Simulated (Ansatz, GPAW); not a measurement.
# STM contrast on a 2-layer slab of Rh(110), part 3 of 3

What would a tunnelling microscope show on a 2-layer slab of Rh(110)?

GPAW 26.7.0 and Ansatz 0.2.0; GPAW, PAW setups; slab in vacuum (the session's first sound run).

So far, upper work function (eV): step 2 (relaxation) 4.99; step 3 (bands at fixed density, height 4 Å, STM [-2.0, -1.0, 1.5] V) 4.99.

### Step 4. A second plane-wave code

A second program with its own datasets checks the number independently.

This step: Ansatz plane waves; slab in vacuum with a dipole correction; PAW set soft_1 (Ansatz 0.2.0).

File input.yaml:

```yaml
crystal:
  lattice:
    - [3.8, 0.0, 0.0]
    - [0.0, 2.6870057685, 0.0]
    - [0.0, 0.0, 15.3435028843]
  atoms:
    - { symbol: Rh, position: [0.5, 0.4999989266, 0.4562191602] }
    - { symbol: Rh, position: [0.0, 0.0, 0.5190743444] }
kpoints:
  mp_grid: { grid: [8, 12, 1] }
hamiltonian:
  xc: pbe
  pseudopotentials: { kind: paw, azcp: { folder: soft_1 } }
scf:
  occupations: { method: fermi_dirac, width: 0.1 }
efield:
  axis: 3
  dipole_correction: true
  ramp_width: 0.05
output:
  forces: true
  write_potential: true
  write_density: true
  volumetric_format: npy
  elf: true
```

Command:

```console
ansatz run input.yaml --threads 4 --pin off --max-ram 8192MiB --backend cpu --events-out ev --progress --plain --runs-dir out
```

Numbers of over 12 decimals in the logs are rounded to 6 here.

What it wrote:

```text
Warning: the atoms were moved onto the symmetric positions of the space group found under crystal.symmetry.tolerance 1.0e-5 (fractional; no operation is sought that the atoms, as they stand in a round, miss by more than twice it, and no atom is moved by as much as it), and the run uses the moved positions. Before a round's move an operation carried an atom to 2.88e-6 Å from where it should land, the largest such dist [...]
Engine: ansatz 0.2.0, aarch64-unknown-linux-gnu
Pseudopotentials: kind: paw
Pseudopotential: Rh, paw, valence charge 17, recommended cutoff 420 eV (normal), soft_1/Rh.paw.azcp
Functional definition: PBE
  parameter kappa = 0.804
  parameter beta = 0.066725
  exchange = pbe_x(kappa = kappa, mu = beta*pi^2/3)
  correlation = pbe_c(beta = beta)
Crystal: 2 atoms, lattice volume = 156.667 Å³
Basis set: ecut = 420 eV, 3071 PW (Γ), exchange–correlation on 54×36×216 points (8 copies of the dense FFT grid, shifted against one another)
Bands: 21, of which v1, the nominal top of the filled ones, is band 17 counted from 1 (16 counted from 0)
Symmetry: 4 space group operations
k-points: 35 of 96
Non-local potential: Rh, projectors of the file, l = 0: 3, l = 1: 2, l = 2: 2, l = 3: 1
PAW form: soft (Blöchl's): semilocal exchange-correlation on the pseudo side does not see the compensation charge
PAW one-centre angular grid: Rh, 590 points (default); XC on 64 Gauss nodes
Initial density: superposition of atomic densities (neutral atoms: chi_scale 0, normalization atom)
Initial wavefunctions: pseudopotential atomic-orbital guess
Functional: x = pbe(κ = 0.804, μ = 0.219515), c = pbe(β = 0.066725)
SCF iter   1: F=—  HF=-12804.090980 eV  |F-HF|=—  |Δ(HF+E_count)|=         —  Δρ=3.89e-2  dr2=2.20e0  ethr=3.10e-3  p=0.000 e·Å  D=1.33e-5 V/Å  ΔV_dip=-0.00 eV  dr2_dipole=7.33e-8  V_vac-E_F(+/−)=5.62/5.62 eV  ⟨swp⟩=6.4  Hψ=3584  notcnv=0
efield: sawtooth ramp at fractional position 0.9626 (placed from the atoms, in the widest stretch of the axis that holds none; the zero of the levels goes with the place), width 0.0500; the density the first Hamiltonian is built on has a dipole p = 0.000 e·Å; the dipole correction subtracts the counter field D = 1.33e-5 V/Å, which shifts the + side's vacuum level by -0.00 eV against the − side's; the planar-averaged density in the ramp window peaks in size at 3.6e-5 e/Å³
preconditioner: auto → LDOS  [metal: Δε(μ)=0.039 eV  Ē_g=5.159 eV  σ=0.100 eV  W_gap=0.10  n_scr=24 (ndim 8)  ℏωp=12.6 eV  f_vac=0.685  D(μ)=2.71/eV (n_scr^D=14)  β→1.0]
SCF iter   2: F=—  HF=-12804.162855 eV  |F-HF|=—  |Δ(HF+E_count)|=   7.19e-2  Δρ=3.89e-2  dr2=2.30e0  ethr=3.10e-3  p=-0.000 e·Å  D=-5.23e-4 V/Å  ΔV_dip=0.01 eV  dr2_dipole=9.13e-6  V_vac-E_F(+/−)=5.28/5.27 eV  ⟨swp⟩=3.0  Hψ=2188  notcnv=0
SCF iter   3: F=—  HF=-12803.417362 eV  |F-HF|=—  |Δ(HF+E_count)|=   7.45e-1  Δρ=3.80e-3  dr2=2.02e-2  ethr=3.10e-3  p=-0.000 e·Å  D=-4.29e-5 V/Å  ΔV_dip=0.00 eV  dr2_dipole=4.40e-6  V_vac-E_F(+/−)=5.12/5.12 eV  ⟨swp⟩=2.1  Hψ=1474  notcnv=0
SCF iter   4: F=—  HF=-12803.410848 eV  |F-HF|=—  |Δ(HF+E_count)|=   6.51e-3  Δρ=9.48e-4  dr2=8.09e-4  ethr=5.94e-5  p=-0.000 e·Å  D=-9.07e-5 V/Å  ΔV_dip=0.00 eV  dr2_dipole=4.42e-7  V_vac-E_F(+/−)=5.05/5.05 eV  ⟨swp⟩=3.2  Hψ=1928  notcnv=0
SCF iter   5: F=—  HF=-12803.410974 eV  |F-HF|=—  |Δ(HF+E_count)|=   1.26e-4  Δρ=1.91e-4  dr2=5.01e-5  ethr=2.38e-6  p=-0.000 e·Å  D=-6.51e-6 V/Å  ΔV_dip=0.00 eV  dr2_dipole=5.35e-7  V_vac-E_F(+/−)=5.01/5.01 eV  ⟨swp⟩=2.8  Hψ=1327  notcnv=0
SCF iter   6: F=—  HF=-12803.410951 eV  |F-HF|=—  |Δ(HF+E_count)|=   2.25e-5  Δρ=5.49e-5  dr2=4.96e-6  ethr=1.47e-7  p=-0.000 e·Å  D=-2.55e-5 V/Å  ΔV_dip=0.00 eV  dr2_dipole=2.74e-8  V_vac-E_F(+/−)=5.01/5.01 eV  ⟨swp⟩=2.0  Hψ=1064  notcnv=0
SCF iter   7: F=—  HF=-12803.410956 eV  |F-HF|=—  |Δ(HF+E_count)|=   4.83e-6  Δρ=1.74e-5  dr2=4.46e-7  ethr=1.46e-8  p=0.000 e·Å  D=1.33e-5 V/Å  ΔV_dip=-0.00 eV  dr2_dipole=1.96e-8  V_vac-E_F(+/−)=5.00/5.00 eV  ⟨swp⟩=2.0  Hψ=1099  notcnv=0
SCF iter   8: F=-12803.410956 eV  HF=-12803.410956 eV  |F-HF|=5.35e-8  |Δ(HF+E_count)|=   1.98e-7  Δρ=3.71e-6  dr2=1.82e-8  ethr=2.94e-10  p=0.000 e·Å  D=1.17e-6 V/Å  ΔV_dip=-0.00 eV  dr2_dipole=4.60e-10  V_vac-E_F(+/−)=5.00/5.00 eV  ⟨swp⟩=14.1  Hψ=6387  notcnv=0
SCF 1 converged in 8 iterations: F = -12803.410956 eV  dr2 = 1.82e-8
  greatest PAW one-centre occupation: 1.000 electrons in one spin orbital (limit 2), on the Rh atom at site 1 (counted from 0), in its partial waves of l = 0
WARN: The output density's exchange-correlation potential varies sharply where the density is thin. Do not read a vacuum level from v_tot or v_xc, or from such a field of the output density. On a cell that repeats whose density bears no net charge and no dipole along the vacuum's axis use v_es (v_loc + v_h of the components); under efield.dipole_correction with no amplitude use v_es + v_field, which holds any externa [...]
SCF converged after 8 iterations
Free energy (F): -12803.410956 eV
Harris-Foulkes:  -12803.410956 eV  (|F-HF|=5.35e-8)
Internal energy: -12803.309966 eV  (E = F + TS)
E sigma→0 (E₀):  -12803.360461 eV
Entropy (-TS):   -0.100991 eV (-50.495 meV/atom)
Fermi energy:    -0.175179 eV
Dipole field:    D = 0.000034 V/Å  (p = 0.000029 e·Å, saw-weighted, corrected)
Work function:   Φ+ = 5.0017 eV   Φ− = 5.0021 eV
Levels:          The Fermi level and band energies are counted from a zero that moves with the ramp; work functions are not
--- Per-component energies (eV) ---
  E_band       = -917.139321
  E_kinetic    = 1070.919534
  E_local      = -22599.132651  (includes V_loc(G=0)·N_el)
  E_nonlocal   = 600.468598
  E_hartree    = 10546.126917
  E_xc         = -399.664907
  E_vxc        = -500.903242  (∫ρ·V_xc dr)
  E_paw        = -7208.308594  (= ΣΔE_a)
  E_vpaw       = -580.748391  (= ΣTr[D̂ρ^β])
  E_aug_tail   = 0.000228  (compensation charges beyond the density's cutoff)
  E_efield     = 0.000000  (sawtooth field / dipole correction)
  E_vefield    = 0.000000  (∫n·V_field dr)
  E_ewald      = 5186.280909
  E_smearing   = -0.100991  (= −TS)
  E_closure    = 0.000000  (closes the sum)
  Σ components = -12803.410956   (vs F -12803.410956, Δ=0.00e0)
--- Forces (eV/Å), atoms counted from 1 ---
  atom   1  Rh    -0.00000000    -0.00000000     0.10257133
  atom   2  Rh     0.00000000    -0.00000000    -0.10249034
  max |Σ_I F_I| component: 8.10e-5 eV/Å
--- Band table (eV; the first three rows and the last of 35) ---
  k-point 0: bands = [... 13 lower, -2.0816, -1.9073, -1.2512, -0.7540, -0.4930, 0.6388, 0.9903, 4.1974]
  k-point 1: bands = [... 13 lower, -1.9962, -1.5953, -1.4943, -0.8967, -0.3117, 0.8278, 0.9528, 4.3313]
  k-point 2: bands = [... 13 lower, -1.9738, -1.6271, -1.0823, -1.0589, -0.0432, 0.5439, 1.6561, 4.7321]
  k-point 34: bands = [... 13 lower, -1.9971, -1.3525, -1.3524, 0.4759, 0.4759, 3.7268, 3.7268, 8.1325]
```

Run time: 8.1 s. Hardware: 4 threads of Arm Neoverse N1, shared host; peak memory 0.44 GiB.

In the SCF lines HF is the Harris–Foulkes energy and dr2 the Hartree energy of the density residual, in eV; the loop may stop once dr2 is under the threshold and the program's other checks hold. Hψ counts applications of the Hamiltonian.

This step gave:

* free energy: -12803.4110 eV
* smearing term TS: 0.1010 eV
* symmetry operations: 4
* upper work function: 5.002 eV
* lower work function: 5.002 eV
* dipole along the normal: 2.92e-5 e·Å
* dipole field: 3.38e-5 V/Å
* vacuum level above: 4.826 eV
* vacuum level below: 4.827 eV

The electrostatic potential energy of an electron (with the applied field's), less the Fermi level, planar mean by z:

```
z (Å)  electrostatic potential energy of an electron (with the applied field's), less the Fermi level, planar mean (eV)
  0.0                                                                                                              5.00
  0.5                                                                                                              5.00
  1.0                                                                                                              5.00
  1.5                                                                                                              5.00
  2.0                                                                                                              5.00
  2.5                                                                                                              5.00
  3.0                                                                                                              5.00
  3.5                                                                                                              5.00
  4.0                                                                                                              4.99
  4.5                                                                                                              4.95
  5.0                                                                                                              4.82
  5.5                                                                                                              4.27
  6.0                                                                                                              2.02
  6.5                                                                                                             -7.25
  7.0                                                                                                             -15.5
  7.5                                                                                                             -18.4
  8.0                                                                                                             -15.1
  8.5                                                                                                             -6.44
  9.0                                                                                                              2.33
  9.5                                                                                                              4.35
 10.0                                                                                                              4.83
 10.5                                                                                                              4.96
 11.0                                                                                                              4.99
 11.5                                                                                                              5.00
 12.0                                                                                                              5.00
 12.5                                                                                                              5.00
 13.0                                                                                                              5.00
 13.5                                                                                                              5.00
 14.0                                                                                                              5.00
 14.5                                                                                                              5.00
 15.0                                                                                                              5.00
```

Table of valence density, planar mean by z:

z (Å), valence density, planar mean (e/Å³) and a bar:
```
      3.5       0.00 
      4.0       0.00 
      4.5       0.00 
      5.0       0.01 
      5.5       0.03 #
      6.0       0.13 ##
      6.5       0.77 ##############
      7.0       1.67 ##############################
      7.5       1.58 ############################
      8.0       1.64 ##############################
      8.5       0.69 ############
      9.0       0.12 ##
      9.5       0.03 
     10.0       0.01 
     10.5       0.00 
     11.0       0.00 
     11.5       0.00
```

Force by atom:

```
atom  x (eV/Å)  y (eV/Å)  z (eV/Å)   size
 Rh1     0.000     0.000     0.103  0.103
 Rh2     0.000     0.000    -0.102  0.102
```

ELF in the ca plane at fractional y = 0.000, with atoms of Rh within 0.2 Å of it. It is the smooth field of the valence electrons, not physical close to the nuclei.

Values, 6 rows by 16 columns, each cell a mean:
```
0.00 0.00 0.00 0.00 0.00 0.04 0.20 0.39 0.64 0.32 0.12 0.02 0.00 0.00 0.00 0.00
0.00 0.00 0.00 0.00 0.01 0.06 0.21 0.29 0.27 0.12 0.05 0.01 0.00 0.00 0.00 0.00
0.00 0.00 0.00 0.00 0.01 0.10 0.25 0.27 0.23 0.09 0.02 0.00 0.00 0.00 0.00 0.00
0.00 0.00 0.00 0.00 0.01 0.09 0.24 0.27 0.22 0.09 0.02 0.00 0.00 0.00 0.00 0.00
0.00 0.00 0.00 0.00 0.01 0.05 0.20 0.31 0.37 0.17 0.07 0.01 0.00 0.00 0.00 0.00
0.00 0.00 0.00 0.00 0.00 0.03 0.19 0.43 0.69 0.38 0.14 0.02 0.00 0.00 0.00 0.00
```
Columns run along c (15.3 Å), rows up along a (3.8 Å). Atoms in or near the plane, at fractional coordinates: Rh at (0.52, 0.00).

Electrostatic potential energy in the ca plane at fractional y = 0.000, with atoms of Rh within 0.2 Å of it. With pseudopotentials it is smooth inside the atoms' cores, unlike the true potential.

Values in eV, 6 rows by 16 columns, each cell a mean:
```
  5   5   5   5   5   5   4 -16 -41  -9   4   5   5   5   5   5
  5   5   5   5   5   5   3  -1 -10   1   5   5   5   5   5   5
  5   5   5   5   5   4   2  -1   2   4   5   5   5   5   5   5
  5   5   5   5   5   4   2   0   1   4   5   5   5   5   5   5
  5   5   5   5   5   5   4  -5 -22  -1   4   5   5   5   5   5
  5   5   5   5   5   5   4 -20 -42 -12   4   5   5   5   5   5
```
Columns run along c (15.3 Å; values clipped at the 3rd and 97th percentile), rows up along a (3.8 Å). Atoms in or near the plane, at fractional coordinates: Rh at (0.52, 0.00).

Valence density in the ca plane at fractional y = 0.000, with atoms of Rh within 0.2 Å of it. It is the smooth field of the valence electrons, not physical close to the nuclei.

Ten steps, logarithmic in the rise over the least value, from '0' (0 e/Å³) to '9' (13 e/Å³), each cell a mean:
```
0000000000000000001368996310000000000000000
0000000000000000001246764200000000000000000
0000000000000000011223332100000000000000000
0000000000000000012222211000000000000000000
0000000000000000012222110000000000000000000
0000000000000000012222210000000000000000000
0000000000000000011222221000000000000000000
0000000000000000001234553100000000000000000
0000000000000000001257885210000000000000000
0000000000000000001369997310000000000000000
```
Columns run along c (15.3 Å), rows up along a (3.8 Å). Atoms in or near the plane, at fractional coordinates: Rh at (0.52, 0.00).

The upper face's work function is 5.002 eV, against 4.989 eV in the first plane-wave PBE run at this geometry.

### Step 5. Side by side

Results and costs are gathered.

This step: comparison of work functions, dipole and cost; PAW set soft_1 (GPAW 26.7.0).

Ladder, by row:

```
  step    code  work function, upper (eV)  work function, lower (eV)  dipole (e Å)  wall time (s)  peak memory (GiB)  threads
    pw    GPAW                      4.989                      4.988      -1.15e-7          190.5               0.33        1
ansatz  Ansatz                      5.002                      5.002       2.92e-5           8.09              0.444        4
```

### Step 6. A changed run

One more run, with changed settings.

This step: GPAW, PAW setups; slab in vacuum (GPAW 26.7.0).

File run.py:

```python
import json
import numpy as np
from ase import Atoms
from gpaw import GPAW, PW

slab = Atoms(
    ['Rh', 'Rh'],
    positions=[
        [1.90000, 1.34350, 7.00000],
        [0.00000, 0.00000, 7.96442]],
    cell=[[3.8, 0.0, 0.0], [0.0, 2.68701, 0.0], [0.0, 0.0, 15.3435]],
    pbc=[True, True, True])

slab.calc = GPAW(mode=PW(400), xc='PBE', kpts={'size': (8, 12, 1), 'gamma': True},
                 occupations={'name': 'fermi-dirac', 'width': 0.1}, nbands='160%',
                 convergence={'density': 1e-05}, maxiter=50,
                 poissonsolver={'dipolelayer': 'xy'},
                 symmetry={'tolerance': 1e-3}, txt='slab.txt')
result = {}
energy = slab.get_potential_energy()
fermi = slab.calc.get_fermi_level()
v = slab.calc.get_electrostatic_potential().mean((0, 1)) - fermi
n = slab.calc.get_pseudo_density().mean((0, 1))
L = slab.cell[2, 2]
z = np.arange(len(v)) * L / len(v)
low, high = slab.positions[:, 2].min(), slab.positions[:, 2].max()
below, above = np.interp([low - 4.8, high + 4.8], z, v)
slopes = [np.interp(x, z, np.gradient(v, z)) for x in (low - 4.8, high + 4.8)]
eps = np.array([[slab.calc.get_eigenvalues(k, s) for k in range(len(slab.calc.get_ibz_k_points()))]
                for s in range(slab.calc.get_number_of_spins())]) - fermi
top, bottom = eps[eps < 0].max(), eps[eps > 0].min()
dipole = slab.get_dipole_moment()[2]
print(f'energy {energy:.4f} eV, Fermi level {fermi:.4f} eV, dipole {dipole:.5f} e A')
print(f'potential 4.8 A off the faces, from the Fermi level: lower {below:.4f} eV, upper {above:.4f} eV')
print(f'slope of the potential there: lower {slopes[0]:.5f}, upper {slopes[1]:.5f} eV/A')
print(f'nearest levels on the mesh: {top:.4f} and {bottom:.4f} eV')
print('magnetic moment', round(slab.get_magnetic_moment(), 3))
result.update(energy=energy, fermi=fermi, dipole=dipole, below=below, above=above, slopes=slopes, edges=[top, bottom],
              z=z.tolist(), v=v.tolist(), n=n.tolist(), positions=slab.positions.tolist(),
              forces=slab.get_forces(apply_constraint=False).tolist(), moments=slab.get_magnetic_moments().tolist())
json.dump(result, open('result.json', 'w'))
```

Command:

```console
OMP_NUM_THREADS=1 OPENBLAS_NUM_THREADS=1 python run.py
```

What it wrote:

```text
AssertionError
```

Elapsed: 1.4 s, on 1 thread; peak memory 0.12 GiB.

The input was rejected at the start.

The fault put into the input: a dipole layer in a cell that repeats along the normal (pbc_z = true).

### Step 7. Outcome

| Property | Result |
| --- | --- |
| work function, both faces | 4.99 eV |
| dipole along the normal | -1.2e-7 e Å, near the numerical noise |
| corrugation at -2 V | 0.276 Å |
| corrugation at -1 V | 0.419 Å |
| corrugation at 1.5 V | 0.0865 Å |

What this shows: The corrugation at constant current is largest at -1 V, where the tip height varies by 0.42 Å over the cell. Negative sample bias images filled states, positive bias empty ones. The two plane-wave codes differ by 0.013 eV on the upper face. The images are of Tersoff-Hamann type: an s-wave tip, no tip-sample forces, heights closer than in a microscope. The runs had no spin polarisation, so a magnetic state, which thin layers of d-metal atoms can have, wasn't tested. The slab is only 0.96 Å thick between its outer nuclei, so the values belong to this film more than to the surface of the bulk metal. The in-plane lattice was kept as typed, which isn't the functional's own and leaves some strain; spin-orbit coupling and temperature are left out.

[Logs are printed without paths, hosts, clocks, repeated set-up lines and the standing remarks that a program may print on its own settings, such as how far it seeks lower states.]

[Hosts, paths, dates, database ids (printed as entryN), source tags and the programs' standing remarks are cut or masked in the printed files.]
